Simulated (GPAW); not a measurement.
# Optical response of NaCaF3 (model structure)

Aim: the dielectric function of NaCaF3 (model structure), and the optical constants that follow from it. The structure is a model built here, which may or may not match a known phase. It was built so: All K replaced by Na in the Pm-3m structure of KCaF3. The cell given below was relaxed beforehand with Ansatz.

Calculated with GPAW 26.7.0; DFT, PBE, plane-wave PAW (GPAW data sets), scalar-relativistic, RPA, optical limit.

## 1. Set-up

The structure is cubic, space group Pm-3m (No. 221). The conventional cell has a = 4.430 Å, b = 4.430 Å, c = 4.430 Å, α = 90.00°, β = 90.00°, γ = 90.00°. Nearest to Ca lie 6 F at 2.21 Å. Na has 12 F at 3.13 Å nearest. Nearest to F lie 2 Ca at 2.21 Å. All K replaced by Na in the Pm-3m structure of KCaF3. Farther neighbours and most contacts between anions are not listed.

Structure file:

```cif
data_structure
_symmetry_space_group_name_H-M 'Pm-3m'
_symmetry_Int_Tables_number 221
_cell_length_a 4.4299
_cell_length_b 4.4299
_cell_length_c 4.4299
_cell_angle_alpha 90.000
_cell_angle_beta 90.000
_cell_angle_gamma 90.000
_cell_volume 86.93
loop_
_atom_site_label
_atom_site_type_symbol
_atom_site_symmetry_multiplicity
_atom_site_Wyckoff_symbol
_atom_site_fract_x
_atom_site_fract_y
_atom_site_fract_z
_atom_site_occupancy
Ca1 Ca 1 a 0.00000 0.00000 0.00000 1
Na1 Na 1 b 0.50000 0.50000 0.50000 1
F1 F 3 d 0.50000 0.00000 0.00000 1
```

## 2. Ground state

First the ground state: is it a metal or has it a gap?

This step: DFT, PBE, plane-wave PAW (GPAW data sets), scalar-relativistic, ground state (GPAW 26.7.0).

Contents of gs.py:

```python
from ase import Atoms
from ase.dft.bandgap import bandgap
from gpaw import GPAW, PW, FermiDirac

atoms = Atoms(['Ca', 'Na', 'F', 'F', 'F'],
              cell=[[4.42994174, 0.00000000, 0.00000000],
                    [0.00000000, 4.42994174, 0.00000000],
                    [0.00000000, 0.00000000, 4.42994174]],
              scaled_positions=[[1.00000000, 0.00000000, 0.00000000],
                                [0.50000000, 0.50000000, 0.50000000],
                                [0.50000000, 0.00000000, 0.00000000],
                                [0.00000000, 0.00000000, 0.50000000],
                                [0.00000000, 0.50000000, 1.00000000]],
              pbc=[True, True, True])
atoms.calc = GPAW(mode=PW(400), xc='PBE', kpts={'size': (5, 5, 5), 'gamma': True},
                  occupations=FermiDirac(0.05), maxiter=150, txt='gs.txt')
print('energy (eV)', atoms.get_potential_energy())
print('Fermi level (eV)', atoms.calc.get_fermi_level())
print('valence electrons', atoms.calc.get_number_of_electrons())
print('gap (eV)', bandgap(atoms.calc, output=None)[0])
print('direct gap (eV)', bandgap(atoms.calc, direct=True, output=None)[0])
atoms.calc.write('gs.gpw')
```

Run with:

```
> OMP_NUM_THREADS=1 python gs.py
```

Numbers of over 12 decimals in the logs are rounded to 6 here.

The program printed:

```text
__  _  _
 | _ |_)|_||  |
 |__||  | ||/\| - 26.7.0

Versions:
  Python: 3.12.14
  ASE:    3.29.0
  Numpy:  2.5.5
  Scipy:  1.18.1
  Libxc:  7.0.0

Input parameters:
  mode=PW(ecut=400.0),
  kpts=MonkhorstPack(size=(5, 5, 5), gamma=True),
  maxiter=150,
  occupations=Occupations(name='fermi-dirac', width=0.05, fixmagmom=False),
  xc=XC(name='PBE')

Diagonalizing LCAO Hamiltonian
Converting LCAO to pw mode
    .----------.
   /|          |
  / |          |
 *  |          |
 |  |   Na     |
 |  .----------.
 F F          /
 |/          /
 Ca----F----*

Atoms  # Å, Bohr magnetons
|   | symbol |        x |        y |        z |    initial magnetic moments |
| 0 |     Ca | 4.429942 | 0.000000 | 0.000000 | ( 0.0000,  0.0000,  0.0000) |
| 1 |     Na | 2.214971 | 2.214971 | 2.214971 | ( 0.0000,  0.0000,  0.0000) |
| 2 |      F | 2.214971 | 0.000000 | 0.000000 | ( 0.0000,  0.0000,  0.0000) |
| 3 |      F | 0.000000 | 0.000000 | 2.214971 | ( 0.0000,  0.0000,  0.0000) |
| 4 |      F | 0.000000 | 2.214971 | 4.429942 | ( 0.0000,  0.0000,  0.0000) |

Unit cell  # Å
| periodic |        x |        y |        z |  lengths |    angles |
|      yes | 4.429942 | 0.000000 | 0.000000 | 4.429942 | 90.000000 |
|      yes | 0.000000 | 4.429942 | 0.000000 | 4.429942 | 90.000000 |
|      yes | 0.000000 | 0.000000 | 4.429942 | 4.429942 | 90.000000 |

Number of symmetries: 48
Symmetry operations  # r_c * U_cc + t_c -> r_c
|    | kind |            matrix            |
|  0 |  E   |  1, 0, 0,  0, 1, 0,  0, 0, 1 |
|  1 |  σ   |  1, 0, 0,  0, 1, 0,  0, 0,-1 |
|  2 |  σ   |  1, 0, 0,  0, 0, 1,  0, 1, 0 |
|  3 |  C4  |  1, 0, 0,  0, 0, 1,  0,-1, 0 |
|  4 |  C4  |  1, 0, 0,  0, 0,-1,  0, 1, 0 |
|  5 |  σ   |  1, 0, 0,  0, 0,-1,  0,-1, 0 |
|  6 |  σ   |  1, 0, 0,  0,-1, 0,  0, 0, 1 |
|  7 |  C2  |  1, 0, 0,  0,-1, 0,  0, 0,-1 |
|  8 |  σ   |  0, 1, 0,  1, 0, 0,  0, 0, 1 |
|  9 |  C2  |  0, 1, 0,  1, 0, 0,  0, 0,-1 |
| 10 |  C3  |  0, 1, 0,  0, 0, 1,  1, 0, 0 |
| 11 |  S6  |  0, 1, 0,  0, 0, 1, -1, 0, 0 |
| 12 |  S6  |  0, 1, 0,  0, 0,-1,  1, 0, 0 |
| 13 |  C3  |  0, 1, 0,  0, 0,-1, -1, 0, 0 |
| 14 |  C4  |  0, 1, 0, -1, 0, 0,  0, 0, 1 |
| 15 |  S4  |  0, 1, 0, -1, 0, 0,  0, 0,-1 |
| 16 |  C3  |  0, 0, 1,  1, 0, 0,  0, 1, 0 |
| 17 |  S6  |  0, 0, 1,  1, 0, 0,  0,-1, 0 |
| 18 |  σ   |  0, 0, 1,  0, 1, 0,  1, 0, 0 |
| 19 |  C4  |  0, 0, 1,  0, 1, 0, -1, 0, 0 |
| 20 |  C2  |  0, 0, 1,  0,-1, 0,  1, 0, 0 |
| 21 |  S4  |  0, 0, 1,  0,-1, 0, -1, 0, 0 |
| 22 |  S6  |  0, 0, 1, -1, 0, 0,  0, 1, 0 |
| 23 |  C3  |  0, 0, 1, -1, 0, 0,  0,-1, 0 |
| 24 |  S6  |  0, 0,-1,  1, 0, 0,  0, 1, 0 |
| 25 |  C3  |  0, 0,-1,  1, 0, 0,  0,-1, 0 |
| 26 |  C4  |  0, 0,-1,  0, 1, 0,  1, 0, 0 |
| 27 |  σ   |  0, 0,-1,  0, 1, 0, -1, 0, 0 |
| 28 |  S4  |  0, 0,-1,  0,-1, 0,  1, 0, 0 |
| 29 |  C2  |  0, 0,-1,  0,-1, 0, -1, 0, 0 |
| 30 |  C3  |  0, 0,-1, -1, 0, 0,  0, 1, 0 |
| 31 |  S6  |  0, 0,-1, -1, 0, 0,  0,-1, 0 |
| 32 |  C4  |  0,-1, 0,  1, 0, 0,  0, 0, 1 |
| 33 |  S4  |  0,-1, 0,  1, 0, 0,  0, 0,-1 |
| 34 |  S6  |  0,-1, 0,  0, 0, 1,  1, 0, 0 |
| 35 |  C3  |  0,-1, 0,  0, 0, 1, -1, 0, 0 |
| 36 |  C3  |  0,-1, 0,  0, 0,-1,  1, 0, 0 |
| 37 |  S6  |  0,-1, 0,  0, 0,-1, -1, 0, 0 |
| 38 |  σ   |  0,-1, 0, -1, 0, 0,  0, 0, 1 |
| 39 |  C2  |  0,-1, 0, -1, 0, 0,  0, 0,-1 |
| 40 |  σ   | -1, 0, 0,  0, 1, 0,  0, 0, 1 |
| 41 |  C2  | -1, 0, 0,  0, 1, 0,  0, 0,-1 |
| 42 |  C2  | -1, 0, 0,  0, 0, 1,  0, 1, 0 |
| 43 |  S4  | -1, 0, 0,  0, 0, 1,  0,-1, 0 |
| 44 |  S4  | -1, 0, 0,  0, 0,-1,  0, 1, 0 |
| 45 |  C2  | -1, 0, 0,  0, 0,-1,  0,-1, 0 |
| 46 |  C2  | -1, 0, 0,  0,-1, 0,  0, 0, 1 |
| 47 |  i   | -1, 0, 0,  0,-1, 0,  0, 0,-1 |

BZ-sampling:
  Number of BZ points: 125
  Number of IBZ points: 10

  Monkhorst-Pack size: [5, 5, 5]
  Monkhorst-Pack shift: [0, 0, 0]

K-points  # in reciprocal-cell coordinates
|   |                                coordinates |     weight |
| 0 | (  0.00000000,   0.00000000,   0.00000000) | 0.00800000 |
| 1 | (  0.20000000,   0.00000000,   0.00000000) | 0.04800000 |
| 2 | (  0.20000000,   0.20000000,   0.00000000) | 0.09600000 |
| 3 | (  0.20000000,   0.20000000,   0.20000000) | 0.06400000 |
| 4 | (  0.40000000,   0.00000000,   0.00000000) | 0.04800000 |
| 5 | (  0.40000000,   0.20000000,   0.00000000) | 0.19200000 |
| 6 | (  0.40000000,   0.20000000,   0.20000000) | 0.19200000 |
| 7 | (  0.40000000,   0.40000000,   0.00000000) | 0.09600000 |
| 8 | (  0.40000000,   0.40000000,   0.20000000) | 0.19200000 |
| 9 | (  0.40000000,   0.40000000,   0.40000000) | 0.06400000 |

Plane wave coefficients: 1594
Cutoff: 400.0 eV

Spin-components: 1 (collinear spins)
Bands:           24
Projectors:      25
Spin-degeneracy: 2
Datatype:        complex128

Parallelization:
  kpt:    1
  domain: 1
  band:   1

Density:
  Valence electrons: 38.0
  Components: 1
  Grid points: [21 21 21]
  Charge: 0.0  # |e|

Potential:
  Grid points: [21 21 21]

species:
  Ca:
    name:    Calcium
    id:
    Z:       20.0
    valence: 10
    core:    10
    charge:  0.0  # [|e|]
    compensation charges:
      type: gauss
      rc: 0.37  # [Å]
      lmax: 2
    cutoffs:
      filter: 2.10  # [Å]
      core: 1.17  # [Å]
    projectors
    | kind |    occ | energy [eV] | rcut [Å] |
    |   3s |  2.000 |     -47.086 |    1.175 |
    |   4s |  2.000 |      -3.766 |    1.175 |
    |   3p |  6.000 |     -28.008 |    1.154 |
    |    p |        |      -0.797 |    1.154 |
    |    d |        |       0.000 |    0.937 |

    Using partial waves for Ca as LCAO basis

  Na:
    name:    Sodium
    id:
    Z:       11.0
    valence: 7
    core:    4
    charge:  0.0  # [|e|]
    compensation charges:
      type: gauss
      rc: 0.37  # [Å]
      lmax: 2
    cutoffs:
      filter: 2.17  # [Å]
      core: 2.59  # [Å]
    projectors
    | kind |    occ | energy [eV] | rcut [Å] |
    |   3s |  1.000 |      -2.744 |    1.201 |
    |   2p |  6.000 |     -28.672 |    1.217 |
    |   3p |  0.000 |      -0.743 |    1.217 |
    |    s |        |      24.468 |    1.201 |
    |    d |        |       0.000 |    1.238 |

    Using partial waves for Na as LCAO basis

  F:
    name:    Fluorine
    id:
    Z:       9.0
    valence: 7
    core:    2
    charge:  0.0  # [|e|]
    compensation charges:
      type: gauss
      rc: 0.20  # [Å]
      lmax: 2
    cutoffs:
      filter: 1.14  # [Å]
      core: 0.74  # [Å]
    projectors
    | kind |    occ | energy [eV] | rcut [Å] |
    |   2s |  2.000 |     -29.898 |    0.635 |
    |   2p |  5.000 |     -11.110 |    0.635 |
    |    s |        |      -2.687 |    0.635 |
    |    p |        |      16.102 |    0.635 |
    |    d |        |       0.000 |    0.635 |

    Using partial waves for F as LCAO basis

Reference energy: -31071.722086  # eV

eigensolver:
  PPCG
  Converge bands: occupied
  niter=2

density mixing:
  MSR1-Mixer
  Pratt-step length: 0.05
  Maximum mixing coefficient: 0.75
  Old densities: 10
  SVD Regularization: 0.005
  Good broyden scale: 1.0
  Trust region scale: 1.0
  Backstep threshold: 4.0
  History deletion threshold: 6.0
  Fourier metric: weight=20.0, sigma=0.015

occupation numbers:
  Fermi-Dirac:
    width: 0.0500  # eV

poisson solver:
  ecut: 3200.0  # eV

xc functional:
  name: PBE with 2 nearest neighbor stencil

convergence criteria:
- Maximum [total energy] change in last 3 cyles: 0.0005 eV / valence electron
- Maximum integral of absolute [dens]ity change: 0.0001 electrons / valence electron
- Maximum integral of absolute [eigenst]ate change: 4e-08 eV^2 / valence electron
maximum number of iterations: 150

SCF iterations
|iter     |      energy | eigst |  dens |
|iter:   1||  -23.279551 | -0.10 |       |
|iter:   2||  -22.924733 | -2.05 | -1.11 |
|iter:   3||  -21.705533 | -0.98 | -1.15 |
|iter:   4||  -21.648867 | -2.55 | -1.51 |
|iter:   5||  -21.641671 | -2.88 | -1.86 |
|iter:   6||  -21.642067c| -4.59 | -2.82 |
|iter:   7||  -21.642178c| -5.80 | -3.25 |
|iter:   8||  -21.642191c| -6.61 | -3.73 |
|iter:   9||  -21.642191c| -7.55c| -4.85c|

Converged in 9 steps
SCF loop duration: 5.436 s (0.604 s/step)
Energy contributions relative to reference atoms: (reference = -31071.722086)

Energy contributions:
  Kinetic:           7.185425
  Coulomb:          -3.278480
  Zero:             -0.105819
  External:          0.000000
  Xc:              -25.443317
  Entropy:          -0.000000
  Spinorbit:         0.000000
  ----------------------------
  Free energy:     -21.642191
  Extrapolated:    -21.642191

dipole moment: (-41.232970, -41.232970, -41.232970)  # |e|*Ang

Fermi level: -0.539
Eigenvalues  # (at kpt = [0.000, 0.000, 0.000])
| band index |      eig [eV] | occ [0-2] |
|          0 |       -36.879 |     2.000 |
|        ... |               |           |
|         11 |        -2.560 |     2.000 |
|         12 |        -2.560 |     2.000 |
|         13 |        -1.992 |     2.000 |
|         14 |        -1.992 |     2.000 |
|         15 |        -1.992 |     2.000 |
|         16 |        -1.816 |     2.000 |
|         17 |        -1.816 |     2.000 |
|         18 |        -1.816 |     2.000 |
|         19 |         3.288 |     0.000 |
|         20 |         8.930 |     0.000 |
|         21 |        11.093 |     0.000 |
|         22 |        11.093 |     0.000 |
|         23 |        11.093 |     0.000 |

Gap: 4.937 eV
Transition (v -> c):
  (s=0, k=9, n=18, [0.40, 0.40, 0.40]) -> (s=0, k=0, n=19, [0.00, 0.00, 0.00])
Direct/indirect transitions are different
Direct gap: 5.104 eV
Transition at: (s=0, k=0, n=18, [0.00, 0.00, 0.00])

--- standard output ---
energy (eV) -21.642191
Fermi level (eV) -0.538569
valence electrons 38.0
gap (eV) 4.937091
direct gap (eV) 5.104348
```

The job ended after 6.8 s (1 thread of Arm Neoverse V2, shared host; peak memory 0.15 GiB).

Read-outs, printed or worked out from the files:

| Item | Value |
| --- | --- |
| energy | -21.64 eV |
| Fermi energy | -0.5386 eV |
| gap on the k-mesh | 4.937 eV |
| direct gap on the mesh | 5.104 eV |
| electrons | 38 |

There is a gap, 4.94 eV on this mesh (points off the mesh can give less), so no carriers' term is needed.

## 3. Bands for the response

The response needs many more empty bands than the density does.

This step: DFT, PBE, plane-wave PAW (GPAW data sets), scalar-relativistic, bands at fixed density (GPAW 26.7.0).

Contents of nscf.py:

```python
from ase.dft.bandgap import bandgap
from gpaw import GPAW, FermiDirac

calc = GPAW('gs.gpw').fixed_density(kpts={'size': (6, 6, 6), 'gamma': True}, nbands=49, convergence={'bands': 43},
                                    occupations=FermiDirac(0.001), txt='nscf.txt')
print('gap (eV)', bandgap(calc, output=None)[0])
print('direct gap (eV)', bandgap(calc, direct=True, output=None)[0])
calc.write('full.gpw', mode='all')
```

Run with:

```
> OMP_NUM_THREADS=1 python nscf.py
```

The program printed:

```text
Diagonalizing LCAO Hamiltonian
Converting LCAO to pw mode
convergence criteria:
- Maximum integral of absolute [eigenst]ate change: 4e-08 eV^2 / valence electron
maximum number of iterations: 150

SCF iterations
|iter     |      energy | eigst |  dens |
|iter:   1||             | +3.08 |       |
|iter:   2||             | +1.75 |       |
|iter:   3||             | +0.72 |       |
|iter:   4||             | -0.71 |       |
|iter:   5||             | -1.94 |       |
|iter:   6||             | -3.14 |       |
|iter:   7||             | -4.09 |       |
|iter:   8||             | -5.19 |       |
|iter:   9||             | -6.05 |       |
|iter:  10||             | -6.98 |       |
|iter:  11||             | -7.72c|       |
SCF steps: 11
  __  _  _
 | _ |_)|_||  |
 |__||  | ||/\| - 26.7.0

Versions:
  Python: 3.12.14
  ASE:    3.29.0
  Numpy:  2.5.5
  Scipy:  1.18.1
  Libxc:  7.0.0

Input parameters:
  mode=PW(ecut=400.0),
  convergence={'bands': 43},
  gpts=array([21, 21, 21]),
  kpts=MonkhorstPack(size=(6, 6, 6), gamma=True),
  maxiter=150,
  nbands=49,
  occupations=Occupations(name='fermi-dirac', width=0.001, fixmagmom=False),
  parallel={},
  xc=XC(name='PBE')

--- standard output ---
gap (eV) 4.890094
direct gap (eV) 5.104348
```

Elapsed: 25 s, on 1 thread; peak memory 0.18 GiB.

Numbers from this step:

* gap on the k-mesh: 4.890 eV

(Continued in part 2 of 2.)

[Machine, clock and banner lines and Python warnings are left out of the logs.]

[Logs are printed without paths, hosts, clocks, repeated set-up lines and the standing remarks that a program may print on its own settings, such as how far it seeks lower states.]

[Hosts, paths, dates, database ids (printed as entryN), source tags and the programs' standing remarks are cut or masked in the printed files.]
